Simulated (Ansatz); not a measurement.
## Ta3N5 (Cmcm): the HSE06 gap against the k mesh of the hybrid

Aim: see how gap, energy and time of Ta3N5 (Cmcm) follow the k mesh of the hybrid.

Method: DFT, HSE06, plane waves, PAW, in Ansatz 0.2.0.

Most raw output is cut from this account.

## 1. Set-up

The structure is orthorhombic, space group Cmcm (No. 63). Conventional cell: a = 3.886 Å, b = 10.212 Å, c = 10.262 Å, α = 90.00°, β = 90.00°, γ = 90.00°. Nearest to Ta lie 6 N at 2.04 to 2.14 Å. Nearest to Ta lie 6 N at 1.96 to 2.24 Å. Nearest to N lie 4 Ta at 2.06 to 2.22 Å. Nearest to N lie 3 Ta at 1.96 to 2.04 Å. Nearest to N lie 4 Ta at 2.03 to 2.24 Å. Farther neighbours and most contacts between anions are not listed.

The cell and positions come from the Crystallography Open Database and are kept as given unless a step says otherwise. Spin-orbit coupling is left out unless a step names it. The default PAW set here is soft_2. Its files were made with PBE.

## 2. k mesh of the hybrid: 2×2×2

The input, input.yaml:

```yaml
crystal:
  lattice:
    - [1.9431, -5.1059, 0.0]
    - [1.9431, 5.1059, 0.0]
    - [0.0, 0.0, 10.2624]
  atoms:
    - { symbol: Ta, position: [0.8029, 0.1971, 0.25] }
    - { symbol: Ta, position: [0.1971, 0.8029, 0.75] }
    - { symbol: Ta, position: [0.86545, 0.13455, 0.55906] }
    - { symbol: Ta, position: [0.13455, 0.86545, 0.05906] }
    - { symbol: Ta, position: [0.13455, 0.86545, 0.44094] }
    - { symbol: Ta, position: [0.86545, 0.13455, 0.94094] }
    - { symbol: "N", position: [0.23678, 0.76322, 0.25] }
    - { symbol: "N", position: [0.76322, 0.23678, 0.75] }
    - { symbol: "N", position: [0.95299, 0.04701, 0.11949] }
    - { symbol: "N", position: [0.04701, 0.95299, 0.61949] }
    - { symbol: "N", position: [0.04701, 0.95299, 0.88051] }
    - { symbol: "N", position: [0.95299, 0.04701, 0.38051] }
    - { symbol: "N", position: [0.69138, 0.30862, 0.07378] }
    - { symbol: "N", position: [0.30862, 0.69138, 0.57378] }
    - { symbol: "N", position: [0.30862, 0.69138, 0.92622] }
    - { symbol: "N", position: [0.69138, 0.30862, 0.42622] }
kpoints:
  mp_grid: { grid: [2, 2, 2] }
  band_path:
    path:
      - [0.0, 0.0, 0.0]
      - [-0.5, 0.5, 0.0]
      - [-0.28620643, 0.71379357, 0.0]
      - [0.28620643, 0.28620643, 0.0]
      - [0.0, 0.0, 0.5]
      - [0.28620643, 0.28620643, 0.5]
      - [-0.28620643, 0.71379357, 0.5]
      - [-0.5, 0.5, 0.5]
      - [0.143103215, 0.143103215, 0.0]
      - [-0.25, 0.25, 0.0]
    npoints: 1
hamiltonian:
  xc: hse06
scf:
  occupations: { method: fixed }
  n_extra_bands: 9
output:
  eigenvalues: true
```

The run is started by

```
$ ansatz run input.yaml --threads 3 --pin off --max-ram 92160MiB --backend cuda --events-out ev --progress --plain --runs-dir out --devices 1 --max-vram 13GiB
```

The job ended after 37 s (1 × NVIDIA H100 80GB HBM3 (shared by 6 runs) with 3 threads of AMD EPYC 7R13 (Zen 3), shared host; peak memory 1.4 GiB; 55 s of CPU time).

Numbers from this step:

| Item | Value |
| --- | --- |
| gap | 2.243 eV |
| valence top at | k = (0.143, 0.143, 0.000) |
| conduction bottom at | Y |
| least direct gap | 2.533 eV |
| exact-exchange fraction | 0.25 |

The gap is indirect, with the least direct gap 0.29 eV higher.

## 3. k mesh of the hybrid: 4×4×2

Changes to input.yaml since step 2:

```diff
@@ -23,3 +23,3 @@
 kpoints:
-  mp_grid: { grid: [2, 2, 2] }
+  mp_grid: { grid: [4, 4, 2] }
   band_path:
```

It took 57 s on 1 × NVIDIA H100 80GB HBM3 (shared by 6 runs) with 3 threads; peak memory 1.7 GiB; 2 min of CPU time.

Numbers from this step:

- gap: 2.209 eV
- valence top at: k = (0.143, 0.143, 0.000)
- conduction bottom at: Y
- least direct gap: 2.448 eV

The gap is 2.209 eV, −0.034 eV from the run before at this level.

## 4. k mesh of the hybrid: 6×6×2

Changes to input.yaml since step 3:

```diff
@@ -23,3 +23,3 @@
 kpoints:
-  mp_grid: { grid: [4, 4, 2] }
+  mp_grid: { grid: [6, 6, 2] }
   band_path:
```

Wall time 2.1 min (1 × NVIDIA H100 80GB HBM3 (shared by 6 runs) with 3 threads); peak memory 2.3 GiB.

Numbers from this step:

```yaml
gap: 2.210 eV
valence_top_at: k = (0.143, 0.143, 0.000)
conduction_bottom_at: Y
least_direct_gap: 2.445 eV
```

The gap is 2.210 eV, as in the run before at this level.

## 5. The series

Differences are against the last row; a negative gap means that bands overlap, and a run with a band path holds that path's time. Times are wall times on 1 × NVIDIA H100 80GB HBM3 (shared by 6 runs) with 3 threads of AMD EPYC 7R13 (Zen 3), shared host, good to a factor of about two.

| k mesh of the hybrid | gap (eV) | direct gap (eV) | gap error (eV) | energy error (meV/atom) | irreducible k | time |
| --- | --- | --- | --- | --- | --- | --- |
| 2×2×2 | 2.243 | 2.533 | +0.033 | −56.3 | 6 | 37 s |
| 4×4×2 | 2.209 | 2.448 | −0.0003 | +2.1 | 14 | 57 s |
| 6×6×2 | 2.210 | 2.445 | +0.000 | +0.0 | 26 | 2.1 min |

## 6. Outcome

```json
{
  "2×2×2": "2.243 eV",
  "4×4×2": "2.209 eV",
  "6×6×2": "2.210 eV"
}
```

The gap holds to 0.02 eV from 4×4×2 on. At 2×2×2 the gap is off by +0.033 eV and the energy by −56 meV/atom. The gap is read over the mesh and added points near the edges, so meshes differ mainly through the density and, for a hybrid, the exchange operator.

[Paths, hosts, dates, memory and timing lines, banners, echoed tables and standing remarks are left out of the program output.]

[Logs are printed without paths, hosts, clocks, repeated set-up lines and the standing remarks that a program may print on its own settings, such as how far it seeks lower states.]

[Runs of the session that timed out or met a known fault of the program may be left out.]

[Cells called generated may have been cut or substituted from an entry of the Crystallography Open Database or the Materials Project.]

[Hosts, paths, dates, database ids (printed as entryN), source tags and the programs' standing remarks are cut or masked in the printed files.]
